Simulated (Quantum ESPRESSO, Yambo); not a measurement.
# Quasiparticle gap of LiNbO3 (R3c) in Yambo, part 2 of 3

Aim: the G0W0 gap of LiNbO3 (R3c) on PBE, step by step.

Quantum ESPRESSO 7.5 and Yambo 5.3.0; PBE and many-body steps on it, plane waves. Known limits of the many-body steps: not at the basis limit; no spin-orbit coupling.

So far. Step 2 (Ground state): The gap is indirect, with the least direct gap 0.012 eV higher. Step 3 (Bands along the symmetry lines): The gap is 3.581 eV, −0.025 eV from the run before at this level.

### 4. Empty states on the mesh, 4×4×4 mesh, 190 bands

Level of this step: DFT, PBE, plane waves, norm-conserving pseudopotentials (Quantum ESPRESSO).

The sums over transitions need many empty states on a uniform mesh; this step solves for them.

Contents of pw.in:

```
&control
  calculation = 'nscf'
  prefix = 'x'
  outdir = 'o'
  pseudo_dir = 'pseudo'
/
&system
  ibrav = 0
  nat = 10
  ntyp = 3
  ecutwfc = 74.0
  nbnd = 190
  force_symmorphic = .true.
/
&electrons
  conv_thr = 1e-9
  electron_maxstep = 80
  diago_full_acc = .true.
  diago_thr_init = 5e-6
/
ATOMIC_SPECIES
  Li 6.94 Li.upf
  Nb 92.906 Nb.upf
  O 15.999 O.upf
CELL_PARAMETERS angstrom
  2.5758000000 1.4871388234 4.6230000000
  -2.5758000000 1.4871388234 4.6230000000
  0.0000000000 -2.9742776468 4.6230000000
ATOMIC_POSITIONS crystal
  Li 0.2815000000 0.2815000000 0.2815000000
  Li 0.7815000000 0.7815000000 0.7815000000
  Nb 0.0000550000 0.0000550000 0.0000550000
  Nb 0.5000550000 0.5000550000 0.5000550000
  O 0.1123100000 0.3583600000 0.7195900000
  O 0.7195900000 0.1123100000 0.3583600000
  O 0.3583600000 0.7195900000 0.1123100000
  O 0.2195900000 0.8583600000 0.6123100000
  O 0.8583600000 0.6123100000 0.2195900000
  O 0.6123100000 0.2195900000 0.8583600000
K_POINTS automatic
  4 4 4 0 0 0
```

Launch:

```sh
OMP_NUM_THREADS=1 mpirun -n 4 pw.x -nk 4 -in pw.in > pw.out
```

The log of the run:

```text
[banner, memory and clock lines left out]
Program PWSCF v.7.5 starts

     Atomic positions and unit cell read from directory:
     o/x.save/

     Message from routine setup:
     using ibrav=0 with symmetry is DISCOURAGED, use correct ibrav instead

     G-vector sticks info

     bravais-lattice index     =            0
     lattice parameter (alat)  =      10.3881  a.u.
     unit-cell volume          =     717.0268 (a.u.)^3
     number of atoms/cell      =           10
     number of atomic types    =            3
     number of electrons       =        68.00
     number of Kohn-Sham states=          190
     kinetic-energy cutoff     =      74.0000  Ry
     charge density cutoff     =     296.0000  Ry
     Exchange-correlation= PBE
                           (   1   4   3   4   0   0   0)

     celldm(1)=  10.388073  celldm(2)=   0.000000  celldm(3)=   0.000000
     celldm(4)=   0.000000  celldm(5)=   0.000000  celldm(6)=   0.000000

     crystal axes: (cart. coord. in units of alat)
               a(1) = (   0.468572   0.270530   0.840984 )
               a(2) = (  -0.468572   0.270530   0.840984 )
               a(3) = (   0.000000  -0.541060   0.840984 )

     reciprocal axes: (cart. coord. in units 2 pi/alat)
               b(1) = (  1.067073  0.616075  0.396361 )
               b(2) = ( -1.067073  0.616075  0.396361 )
               b(3) = (  0.000000 -1.232149  0.396361 )
     Pseudo is Norm-conserving, Zval =  3.0
     Generated using ONCVPSP code by D. R. Hamann
     Using radial grid of 1944 points,  4 beta functions with:
     Pseudo is Norm-conserving + core correction, Zval = 13.0
     Generated using ONCVPSP code by D. R. Hamann
     Using radial grid of 1680 points,  6 beta functions with:
     Pseudo is Norm-conserving + core correction, Zval =  6.0
     Generated using ONCVPSP code by D. R. Hamann
     Using radial grid of  936 points,  5 beta functions with:
     Li                3.00     6.94000     Li( 1.00)
     Nb               13.00    92.90600     Nb( 1.00)
     O                 6.00    15.99900     O ( 1.00)

      3 Sym. Ops. (no inversion) found

   Cartesian axes

     site n.     atom                  positions (alat units)
         1        Li     tau(   1) = (   0.0000000  -0.0000000   0.7102110  )
         2        Li     tau(   2) = (  -0.0000000  -0.0000000   1.9716871  )
         3        Nb     tau(   3) = (  -0.0000000   0.0000000   0.0001388  )
         4        Nb     tau(   4) = (   0.0000000   0.0000000   1.2616148  )
         5        O      tau(   5) = (  -0.1152921  -0.2620110   1.0009897  )
         6        O      tau(   6) = (   0.2845542   0.0311596   1.0009897  )
         7        O      tau(   7) = (  -0.1692621   0.2308513   1.0009897  )
         8        O      tau(   8) = (  -0.2993095  -0.0396786   1.4214817  )
         9        O      tau(   9) = (   0.1152921   0.2790490   1.4214817  )
        10        O      tau(  10) = (   0.1840175  -0.2393703   1.4214817  )

     number of k points=    14
                       cart. coord. in units 2pi/alat
        k(    1) = (   0.0000000   0.0000000   0.0000000), wk =   0.0312500
        k(    2) = (   0.0000000  -0.3080374   0.0990903), wk =   0.1875000
        k(    3) = (  -0.0000000   0.6160747  -0.1981805), wk =   0.0937500
[...]
k(   13) = (  -0.0000000   0.0000000  -0.5945416), wk =   0.0312500
        k(   14) = (  -0.2667682  -0.7700934   0.0990903), wk =   0.1875000

     Dense  grid:    61661 G-vectors     FFT dimensions: (  60,  60,  60)

     The potential is recalculated from file :
     o/x.save/charge-density

     Starting wfcs are   48 randomized atomic wfcs +  142 random wfcs

     Band Structure Calculation

     End of band structure calculation

          k = 0.0000 0.0000 0.0000 (  7739 PWs)   bands (ev):

   -46.8266 -46.8113 -35.2712 -35.2686 -23.1627 -23.1627 -23.0810 -23.0039
   -23.0039 -22.8943  -9.6091  -8.9424  -8.9424  -8.0385  -7.8223  -7.8223
     2.8694   2.8694   3.0779   3.1381   3.1381   4.0337   5.1843   5.2728
[...]
[... 12 further rows ...]
[...]
73.4956  73.7655  74.6844  74.6844  74.8311  75.0612

          k = 0.0000-0.3080 0.0991 (  7713 PWs)   bands (ev):

[...]
[... 12 further rows ...]
[...]
73.8089  74.1896  74.4356  74.7145  74.9347  75.0800

          k =-0.0000 0.6161-0.1982 (  7700 PWs)   bands (ev):

[...]
33.7673  33.7673  34.6107  34.6107  35.1371  35.1371  36.7719  36.7719
     [... 12 further rows ...]
    71.4617  71.4617  71.9662  71.9662  72.4445  72.4445  73.0226  73.0226
    73.6008  73.6008  74.1604  74.1604  74.6577  74.6577

          k =-0.2668-0.1540 0.1982 (  7720 PWs)   bands (ev):

     [... further k-points ...]

     highest occupied, lowest unoccupied level (ev):     7.2861   10.9021

     XML data file, pseudopotentials, collected wavefunctions
```

The job ended after 23 s (4 MPI ranks of AMD EPYC 9R45, shared host; peak memory 0.83 GiB).

This step gave:

- gap: 3.616 eV
- k of the valence top: 0, 0, 0
- k of the conduction bottom: -0.25, 0, 0.5
- least direct gap: 3.618 eV
- k points computed: 14
- lowest point of the top converged band, above the valence top: 66.9366 eV

On this mesh the gap is 3.616 eV.

### 5. Conversion and set-up

This step: Yambo 5.3.0; conversion and set-up on PBE, plane waves, norm-conserving pseudopotentials.

The states are converted to the many-body program's format and the q mesh is built.

Launch:

```sh
(cd o/x.save; p2y > p2y.log; mv SAVE ../..); yambo > setup.log
```

The log of the run:

```text
 Yambo, version 5.3.0

 [02] CORE Variables Setup
 =========================

  [02.01] Unit cells
  ==================

  Cell kind             :  Unknown
  Atoms in the cell     :  Li  Nb  O
  number of Li atoms    :  2
  number of Nb atoms    :  2
  number of O  atoms    :   6

  List of atomic masses
  Mass of Li    :  6.940000
  Mass of Nb    :  92.90600
  Mass of O     :  15.99900

  List of atomic coordinates    : [cc]
  Li1       :  0.53001E-16 -0.22855E-16   7.3777      order 1
  Li2       : -0.23533E-15 -0.22855E-16   20.482      order 2
  Nb1       : -0.16199E-19  0.96686E-21  0.14415E-02  order 3
  Nb2       :  0.66144E-16  0.41314E-16   13.106      order 4
  O1       :  -1.19766  -2.72179  10.39835  order 5
  O2       :   2.95597   0.32369  10.39835  order 6
  O3       :  -1.75831   2.39810  10.39835  order 7
  O4       :  -3.10925  -0.41218  14.76646  order 8
  O5       :   1.19766   2.89878  14.76646  order 9
  O6       :   1.91159  -2.48660  14.76646  order 10

  Alat factors          :  8.736204  8.736204  8.736204 [a.u.]
  Direct lattice volume :  717.0268 [a.u.]
  Direct lattice vectors:  A[ 1 ]  A[ 2 ]  A[ 3 ]
   A[ 1 ]:  0.557171  0.321683  1.000000  [iru]
   4.867557  2.810285  8.736204  [cc]
   A[ 2 ]: -0.557171  0.321683  1.000000  [iru]
  -4.867557  2.810285  8.736204  [cc]
   A[ 3 ]:  0.000000 -0.643365  1.000000  [iru]
   0.000000 -5.620570  8.736204  [cc]

  Recip. lattice volume :  0.345943 [a.u.]
  Recip. lattice vectors:  B[ 1 ]  B[ 2 ]  B[ 3 ]
   B[ 1 ]:  0.897391  0.518109  0.333333  [iku]
   0.645415  0.372630  0.239737  [cc]
   B[ 2 ]: -0.897391  0.518109  0.333333  [iku]
  -0.645415  0.372630  0.239737  [cc]
   B[ 3 ]: -0.11660E-16  -1.0362      0.33333      [iku]
  -0.83862E-17 -0.74526      0.23974      [cc]

  [02.02] Symmetries
  ==================

  Inversion symmetry    : yes
  Spatial inversion     : no
  Inversion index       :   4
  K-space Time-reversal : yes
  Magnetic symmetries   : no
  Time-reversal derived K-space symmetries:   4   6
  Group table correct   : yes
  Symmetries units      :  [cc]

   [S 1]:   1.0000     -0.47909E-17  0.38813E-16 -0.16364E-16   1.0000     -0.20156E-16 -0.43660E-17  0.11486E-16   1.0000
   [S 2]: -0.50000      0.86603      0.38813E-16 -0.86603     -0.50000     -0.20156E-16  0.43660E-17  0.11927E-16   1.0000
   [S 3]: -0.50000     -0.86603      0.38813E-16  0.86603     -0.50000     -0.20156E-16 -0.43660E-17 -0.57430E-17   1.0000
   [S*4]:  -1.0000      0.47909E-17 -0.38813E-16  0.16364E-16  -1.0000      0.20156E-16  0.43660E-17 -0.11486E-16  -1.0000
   [S*5]:  0.50000     -0.86603     -0.38813E-16  0.86603      0.50000      0.20156E-16 -0.43660E-17 -0.11927E-16  -1.0000
   [S*6]:  0.50000      0.86603     -0.38813E-16 -0.86603      0.50000      0.20156E-16  0.43660E-17  0.57430E-17  -1.0000

  [02.03] Reciprocal space
  ========================

  nG shells         :   4223
[...]
K [12]         [rlu]:  0.250000 -0.500000 -0.250000
[...]
K [13]         [rlu]: -0.500000 -0.500000 -0.500000
         WF components:   7680
  K [14]         [rlu]: -0.25000     -0.41195E-17  0.50000
         WF components:   7708

  [02.05] Energies & Occupations
  ==============================

  [X] === General ===
  [X] Electronic Temperature                        :  0.000000  0.000000 [eV K]
  [X] Bosonic    Temperature                        :  0.000000  0.000000 [eV K]
  [X] Finite Temperature mode                       : no
  [X] El. density                                   :  0.63999E+24 [cm-3]
  [X] Fermi Level                                   :  7.286108 [eV]

  [X] === Gaps and Widths ===
  [X] Conduction Band Min                           :  3.615966 [eV]
  [X] Valence Band Max                              :  0.000000 [eV]
  [X] Filled Bands                                  :   34
  [X] Empty Bands                                   :   35  190
  [X] Direct Gap                                    :  3.618315 [eV]
  [X] Direct Gap localized at k                     :  1
  [X] Indirect Gap                                  :  3.615966 [eV]
  [X] Indirect Gap between kpts                     :   1  14
  [X] Last valence band width                       :  0.310138 [eV]
  [X] 1st conduction band width                     :  1.054800 [eV]

  E @ K [ 1]:  [eV]
  -54.11269 -54.09744 -42.55728 -42.55469 -30.44883 -30.44883 -30.36712 -30.29001
[...]
occ @ K [ 1]
[...]
E @ K [ 2]:  [eV]
[...]
occ @ K [ 2]
[...]
E @ K [ 3]:  [eV]
[...]
occ @ K [ 3]
[...]
E @ K [ 8]:  [eV]
[...]
occ @ K [ 8]
[...]
E @ K [ 9]:  [eV]
[...]
occ @ K [ 9]
[...]
E @ K [10]:  [eV]
[...]
occ @ K [10]
[...]
E @ K [11]:  [eV]
[...]
occ @ K [11]
[...]
E @ K [12]:  [eV]
[...]
occ @ K [12]
[...]
E @ K [13]:  [eV]
[...]
occ @ K [13]
[...]
E @ K [14]:  [eV]
[...]
occ @ K [14]
[...]
0.000000  0.000000  0.000000  0.000000  0.000000  0.000000  0.000000  0.000000
   0.000000  0.000000  0.000000  0.000000  0.000000  0.000000  0.000000  0.000000

 [03] Transferred momenta grid and indexing
 ==========================================

 IBZ Q-points                                      :  14
 BZ  Q-points                                      :   64

 K/Q-points units:
 rlu = crystal or reduced units; cc = cartesian coordinates; iku = interal k-units

 Q [ 1]         [rlu]:  0.000000  0.000000  0.000000
 Q [ 2]         [rlu]:  0.43550E-16  0.30242E-16  0.25000
 Q [ 3]         [rlu]: -0.87101E-16 -0.60485E-16 -0.50000
[...]
Q [ 8]         [rlu]:  0.250000  0.250000  0.250000
 Q [ 9]         [rlu]:  0.250000  0.250000  0.500000
 Q [10]         [rlu]:  0.250000  0.250000 -0.250000
 Q [11]         [rlu]:  0.250000  0.500000  0.500000
 Q [12]         [rlu]:  0.250000  0.500000  0.750000
 Q [13]         [rlu]: -0.500000 -0.500000 -0.500000
 Q [14]         [rlu]: -0.25000      0.48574E-16 -0.50000

  [03.01] X indexes
  =================

   [03.01.01] Sigma indexes
   ========================

 [06] Game Over & Game summary
```

It took 3 s on 1 MPI rank; peak memory 0.26 GiB.

(Continued in part 3 of 3.)

[Paths, hosts, dates, memory and timing lines, banners, echoed tables and standing remarks are left out of the program output.]

[Logs are printed without paths, hosts, clocks, repeated set-up lines and the standing remarks that a program may print on its own settings, such as how far it seeks lower states.]

[Runs of the session that timed out or met a known fault of the program may be left out.]

[Hosts, paths, dates, database ids (printed as entryN), source tags and the programs' standing remarks are cut or masked in the printed files.]
